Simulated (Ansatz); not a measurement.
# MgO (Periclase, Fm-3m): zone-centre modes against carrier density, part 2 of 2

Aim: how far do free carriers move the optical modes of MgO (Periclase, Fm-3m)?

Ansatz 0.2.0; DFT LDA, scalar-relativistic, plane waves, PAW; PAW set soft_1.

So far. Step 3 (Tight relaxation): The forces vanish by symmetry and the pressure is -0.010 GPa, within the tolerances set. The cell now holds 9.00 Å³/atom. Step 4 (Ground state of a member: no carriers): The forces vanish by symmetry. The relaxed cell has a = 4.161 Å (conventional setting).

The database entry behind the starting cell differs from later determinations by our own check (about 0.1 % long), so it need not match the best structure at ambient conditions.

### 5. Zone-centre modes of the member: no carriers

The force constants come from the linear response of the density to a displacement.

The zone-centre modes follow for no carriers.

input.yaml

```yaml
crystal:
  lattice:
    - [0.0, 2.0803230009, 2.0803230009]
    - [2.0803230009, 0.0, 2.0803230009]
    - [2.0803230009, 2.0803230009, 0.0]
  atoms:
    - { symbol: O, position: [0.5, 0.5, 0.5] }
    - { symbol: Mg, position: [0.0, 0.0, 0.0] }
kpoints:
  mp_grid: { grid: [36, 36, 36] }
hamiltonian:
  xc: lda
  pseudopotentials: { kind: paw, azcp: { folder: soft_1 }, xc_functional: pbe }
scf:
  occupations: { method: fermi_dirac, width: 0.03 }
output:
  eigenvalues: true
phonons:
  method: dfpt
```

Started as:

```console
> ansatz run input.yaml --threads 4 --pin off --max-ram 16384MiB --backend cpu --events-out ev --progress --plain --runs-dir out
```

Numbers of over 12 decimals in the logs are rounded to 6 here.

The program printed:

```text
[...]
Crystal: 2 atoms, lattice volume = 18.006 Å³
Basis set: ecut = 420 eV, 339 PW (Γ), exchange–correlation on 40×40×40 points (8 copies of the dense FFT grid, shifted against one another)
Bands: 12, of which v1, the nominal top of the filled ones, is band 8 counted from 1 (7 counted from 0)
Symmetry: 48 space group operations
k-points: 3349 of 46656 (irreducible under 8 space group operations, time reversal used)
[...]
SCF iter   1: F=—  HF=-2460.104847 eV  |F-HF|=—  |Δ(HF+E_count)|=         —  Δρ=6.81e-2  dr2=4.34e-1  ethr=3.10e-3  ⟨swp⟩=6.1  Hψ=247597  notcnv=0
[...]
SCF iter   8: F=-2460.062378 eV  HF=-2460.062378 eV  |F-HF|=9.09e-13  |Δ(HF+E_count)|=  7.73e-12  Δρ=7.30e-8  dr2=5.15e-13  ethr=1.00e-12  ⟨swp⟩=5.2  Hψ=155270  notcnv=0
SCF 1 converged in 8 iterations: F = -2460.062378 eV  dr2 = 5.15e-13
[...]
DFPT response loops at Γ: preconditioner auto → none (the input reference at scf.mixing.eps_inf says where Resta's filter doesn't serve); β = 0.50; Broyden in place of MSR1
SCF converged after 8 iterations
Free energy (F): -2460.062378 eV
[...]
Internal energy: -2460.062378 eV  (E = F + TS)
E sigma→0 (E₀):  -2460.062378 eV
Fermi energy:    10.718302 eV
[...]
--- Band table (eV; the first three rows and the last of 3349) ---
  k-point 0: bands = [... 4 lower, -9.0479, 8.1453, 8.1453, 8.1453, 13.1742, 23.8869, 23.8869, 23.8869]
  k-point 1: bands = [... 4 lower, -9.0383, 8.0873, 8.1395, 8.1395, 13.2291, 23.7474, 23.9074, 23.9074]
  k-point 2: bands = [... 4 lower, -9.0099, 7.9212, 8.1223, 8.1223, 13.3853, 23.3930, 23.9679, 23.9679]
  k-point 3348: bands = [... 4 lower, -7.2430, 5.0450, 5.0450, 6.2762, 19.8489, 19.8489, 20.4674, 23.8945]
--- Phonons (Γ-DFPT): 2 representative perturbations + reference, on 3349 of 46656 k-points (Σ response iterations 6) ---
  k mesh reduced under 8 symmetry operations, with k and −k counted as one. Each operation leaves every solved perturbation unchanged. A smaller set is not used because it would not reduce the number of displacements times k-points to solve
  ASR residual: 3.521e-5 → 0.000e0 eV/Å²; symmetrization residual: 8.202e-7 eV/Å²
  ASR residual per site (eV/Å²): 3.52e-5 1.29e-5
  Γ frequencies (cm⁻¹): 0.00 0.00 0.00 407.07 407.07 407.07
  non-analytic LO–TO correction: not included (Born effective charges unavailable; polar crystals: no LO–TO splitting at Γ)
```

The job ended after 80 s (4 threads of Arm Neoverse N1, shared host; peak memory 2.1 GiB; 4.8 min of CPU time).

Numbers from this step:

```
sum-rule residual before enforcement                    : 3.52e-5 eV/Å²
point group                                             : m-3m
highest optical mode at the zone centre (no LO-TO term) : 407.1 cm⁻¹
lowest optical zone-centre mode                         : 407.1 cm⁻¹
```

Without the LO-TO term. Patterns of degenerate modes are one choice out of their space. Modes at Γ, with each element's share of the kinetic energy:

| mode | frequency (cm⁻¹) | symmetry | O % | Mg % |
| --- | --- | --- | --- | --- |
| 1 | 0.0 | acoustic | 40 | 60 |
| 2 | 0.0 | acoustic | 40 | 60 |
| 3 | 0.0 | acoustic | 40 | 60 |
| 4 | 407.1 | T1u | 60 | 40 |
| 5 | 407.1 | T1u | 60 | 40 |
| 6 | 407.1 | T1u | 60 | 40 |

Displacements in mode 4 (407.1 cm⁻¹), the largest set to 1:
```
O1   0.00  1.00  0.00
Mg2  0.00 -0.66  0.00
```

The optical mode without the LO-TO term lies at 407.1 cm⁻¹.

### 6. Ground state of a member: 15 × 10²⁰ electrons per cm³

The cell of the neutral crystal is kept with 15 × 10²⁰ electrons per cm³, balanced by a uniform background. The bands are sampled on 36×36×36 points with Fermi-Dirac filling of 0.03 eV.

input.yaml, as its differences from that of step 5:

```diff
@@ -8,2 +8,3 @@
     - { symbol: Mg, position: [0.0, 0.0, 0.0] }
+total_charge: -0.027009
 kpoints:
@@ -16,4 +17,4 @@
 output:
+  forces: true
+  stress: true
   eigenvalues: true
-phonons:
-  method: dfpt
```

The program printed:

```text
[...]
Crystal: 2 atoms, lattice volume = 18.006 Å³
Basis set: ecut = 420 eV, 339 PW (Γ)
Bands: 13, of which v1, the nominal top of the filled ones, is band 8 counted from 1 (7 counted from 0)
Symmetry: 48 space group operations
[...]
k-points: 1240 of 46656
[...]
k-point 0: bands = [... 4 lower, -9.0516, 8.1471, 8.1471, 8.1471, 13.1547, 23.8610, 23.8610, 23.8610, ... 1 higher]
  k-point 1: bands = [... 4 lower, -9.0421, 8.0888, 8.1413, 8.1413, 13.2098, 23.7212, 23.8816, 23.8816, ... 1 higher]
  k-point 2: bands = [... 4 lower, -9.0136, 7.9219, 8.1241, 8.1241, 13.3666, 23.3663, 23.9421, 23.9421, ... 1 higher]
  k-point 1239: bands = [... 4 lower, -7.2422, 5.0375, 5.0375, 6.2725, 19.8301, 19.8301, 20.4492, 23.8735, ... 1 higher]
[key lines of the parts left out:]
SCF converged after 6 iterations
Free energy (F): -2459.688868 eV
Fermi energy:    14.209381 eV
P = ⅓ Tr σ = 0.9270 GPa (9.270 kbar)
```

The job ended after 8.2 s (4 threads; peak memory 0.51 GiB; 28 s of CPU time).

The forces vanish by symmetry.

### 7. Zone-centre modes of the member: 15 × 10²⁰ electrons per cm³

The zone-centre modes follow for 15 × 10²⁰ electrons per cm³.

input.yaml, as its differences from that of step 6:

```diff
@@ -17,4 +17,4 @@
 output:
-  forces: true
-  stress: true
   eigenvalues: true
+phonons:
+  method: dfpt
```

The program printed:

```text
[...]
Crystal: 2 atoms, lattice volume = 18.006 Å³
Basis set: ecut = 420 eV, 339 PW (Γ), exchange–correlation on 40×40×40 points (8 copies of the dense FFT grid, shifted against one another)
Bands: 13, of which v1, the nominal top of the filled ones, is band 8 counted from 1 (7 counted from 0)
Symmetry: 48 space group operations
k-points: 3349 of 46656 (irreducible under 8 space group operations, time reversal used)
[...]
k-point 2: bands = [... 4 lower, -9.0137, 7.9219, 8.1240, 8.1240, 13.3665, 23.3664, 23.9421, 23.9421, ... 1 higher]
  k-point 3348: bands = [... 4 lower, -7.2423, 5.0374, 5.0374, 6.2724, 19.8301, 19.8301, 20.4491, 23.8734, ... 1 higher]
[...]
ASR residual: 2.895e-5 → 0.000e0 eV/Å²; symmetrization residual: 8.193e-7 eV/Å²
  ASR residual per site (eV/Å²): 2.89e-5 1.71e-5
  Γ frequencies (cm⁻¹): 0.00 0.00 0.00 403.95 403.95 403.95
[...]
[key lines of the parts left out:]
SCF converged after 8 iterations
Free energy (F): -2459.688869 eV
Fermi energy:    14.209336 eV
```

Wall time 86 s (4 threads); peak memory 2.1 GiB.

This step gave:

```yaml
sum_rule_residual_before_enforcement: 2.89e-5 eV/Å²
highest_optical_mode_at_the_zone_centre_no_lo_to_term: 403.9 cm⁻¹
lowest_optical_zone_centre_mode: 403.9 cm⁻¹
```

Without the LO-TO term. Patterns of degenerate modes are one choice out of their space. Modes at Γ, with each element's share of the kinetic energy:

| mode | frequency (cm⁻¹) | symmetry | O % | Mg % |
| --- | --- | --- | --- | --- |
| 1 | 0.0 | acoustic | 40 | 60 |
| 2 | 0.0 | acoustic | 40 | 60 |
| 3 | 0.0 | acoustic | 40 | 60 |
| 4 | 403.9 | T1u | 60 | 40 |
| 5 | 403.9 | T1u | 60 | 40 |
| 6 | 403.9 | T1u | 60 | 40 |

The optical mode without the LO-TO term lies at 403.9 cm⁻¹.

### 8. A check on a coarser mesh: 2 × 10²⁰ electrons per cm³

To see what the mesh is worth, the run for 2 × 10²⁰ electrons per cm³ is repeated on 29×29×29 points.

input.yaml, as its differences from that of step 7:

```diff
@@ -8,5 +8,5 @@
     - { symbol: Mg, position: [0.0, 0.0, 0.0] }
-total_charge: -0.027009
+total_charge: -0.003601
 kpoints:
-  mp_grid: { grid: [36, 36, 36] }
+  mp_grid: { grid: [29, 29, 29] }
 hamiltonian:
```

The program printed:

```text
[...]
Crystal: 2 atoms, lattice volume = 18.006 Å³
Basis set: ecut = 420 eV, 339 PW (Γ), exchange–correlation on 40×40×40 points (8 copies of the dense FFT grid, shifted against one another)
Bands: 13, of which v1, the nominal top of the filled ones, is band 8 counted from 1 (7 counted from 0)
Symmetry: 48 space group operations
k-points: 1800 of 24389 (irreducible under 8 space group operations, time reversal used)
[...]
k-point 2: bands = [... 4 lower, -8.9904, 7.8076, 8.1099, 8.1099, 13.4884, 23.1759, 24.0068, 24.0068, ... 1 higher]
  k-point 1799: bands = [... 4 lower, -7.2456, 4.9566, 5.1227, 6.2951, 19.7344, 19.9318, 20.4668, 23.9336, ... 1 higher]
[...]
ASR residual: 1.185e-5 → 0.000e0 eV/Å²; symmetrization residual: 8.648e-7 eV/Å²
  ASR residual per site (eV/Å²): 3.71e-6 1.18e-5
  Γ frequencies (cm⁻¹): 0.00 0.00 0.00 406.68 406.68 406.68
[...]
[key lines of the parts left out:]
SCF converged after 8 iterations
Free energy (F): -2460.014268 eV
Fermi energy:    13.476510 eV
```

Run time: 48 s. Hardware: 4 threads; peak memory 1.2 GiB.

Numbers from this step:

```
sum-rule residual before enforcement                    : 1.18e-5 eV/Å²
highest optical mode at the zone centre (no LO-TO term) : 406.7 cm⁻¹
lowest optical zone-centre mode                         : 406.7 cm⁻¹
```

The highest mode comes at 406.7 cm⁻¹, against 406.7 cm⁻¹ on 36×36×36 points.

### 9. A check on a coarser mesh: 10 × 10²⁰ electrons per cm³

To see what the mesh is worth, the run for 10 × 10²⁰ electrons per cm³ is repeated on 29×29×29 points.

input.yaml, as its differences from that of step 8:

```diff
@@ -8,3 +8,3 @@
     - { symbol: Mg, position: [0.0, 0.0, 0.0] }
-total_charge: -0.003601
+total_charge: -0.018006
 kpoints:
```

The program printed:

```text
[...]
Crystal: 2 atoms, lattice volume = 18.006 Å³
Basis set: ecut = 420 eV, 339 PW (Γ), exchange–correlation on 40×40×40 points (8 copies of the dense FFT grid, shifted against one another)
Bands: 13, of which v1, the nominal top of the filled ones, is band 8 counted from 1 (7 counted from 0)
Symmetry: 48 space group operations
k-points: 1800 of 24389 (irreducible under 8 space group operations, time reversal used)
[...]
k-point 2: bands = [... 4 lower, -8.9924, 7.8076, 8.1107, 8.1107, 13.4785, 23.1615, 23.9931, 23.9931, ... 1 higher]
  k-point 1799: bands = [... 4 lower, -7.2454, 4.9523, 5.1187, 6.2931, 19.7240, 19.9219, 20.4569, 23.9224, ... 1 higher]
[...]
ASR residual: 1.486e-5 → 0.000e0 eV/Å²; symmetrization residual: 8.430e-7 eV/Å²
  ASR residual per site (eV/Å²): 8.68e-6 1.49e-5
  Γ frequencies (cm⁻¹): 0.00 0.00 0.00 405.02 405.02 405.02
[...]
[key lines of the parts left out:]
SCF converged after 8 iterations
Free energy (F): -2459.815821 eV
Fermi energy:    13.998381 eV
```

The job ended after 47 s (4 threads; peak memory 1.2 GiB).

This step gave:

```yaml
sum_rule_residual_before_enforcement: 1.49e-5 eV/Å²
highest_optical_mode_at_the_zone_centre_no_lo_to_term: 405.0 cm⁻¹
lowest_optical_zone_centre_mode: 405.0 cm⁻¹
```

The highest mode comes at 405.0 cm⁻¹, against 405.0 cm⁻¹ on 36×36×36 points.

### 10. All members side by side

The members are set side by side, also those not shown above.

Electrons count positive and holes negative; without the LO-TO term; modes are tracked from the neutral crystal by their patterns, and those within 0.3 cm⁻¹ of each other stand once; the cell of the neutral crystal is kept and the atoms are relaxed where symmetry leaves them free; all runs use 36×36×36 k points and Fermi-Dirac smearing of 0.03 eV. Optical modes along the series:

| carriers (10²⁰ cm⁻³) | mode 4 T1u (cm⁻¹) |
| --- | --- |
| 0 | 407.1 |
| 1 | 406.9 |
| 2 | 406.7 |
| 4 | 406.3 |
| 6 | 405.9 |
| 10 | 405 |
| 15 | 403.9 |

### 11. Outcome

| Item | Value |
| --- | --- |
| members | 7 |
| mode | mode 4 T1u |
| its frequency without carriers | 407.07 cm⁻¹ |
| its frequency at 15 × 10²⁰ cm⁻³ | 403.95 cm⁻¹ |

At 15 × 10²⁰ electrons per cm³ the optical mode has moved by -3.12 cm⁻¹ from 407.07 cm⁻¹. At 2 and 10 × 10²⁰ cm⁻³ the coarser mesh moves the optical modes by up to 0.01 cm⁻¹, a measure of the error left by the mesh there. The response is adiabatic: the carriers follow the ions at once. Where they cannot, as for a zone-centre mode faster than their scattering, measured shifts differ, and line shapes are not given here. The background stands for dopants without their size, scattering or local bonds, and the cell is that of the neutral crystal, although carriers also change the volume at rest, which would shift the modes as well. In a polar crystal the carriers also screen the field of the longitudinal modes, often the largest effect; only modes without that field are treated here. These are harmonic frequencies of a static lattice, with warm electrons: anharmonic shifts, linewidths and thermal expansion are left out. The PAW files were made for PBE; the program adapts parts of them to the functional of the run, but their partial waves stay those of PBE, an approximation that was not tested in this session. Only the zone centre was solved, so an instability at another wavevector cannot show here.

[Logs are printed without paths, hosts, clocks, repeated set-up lines and the standing remarks that a program may print on its own settings, such as how far it seeks lower states.]

[Hosts, paths, dates, database ids (printed as entryN), source tags and the programs' standing remarks are cut or masked in the printed files.]
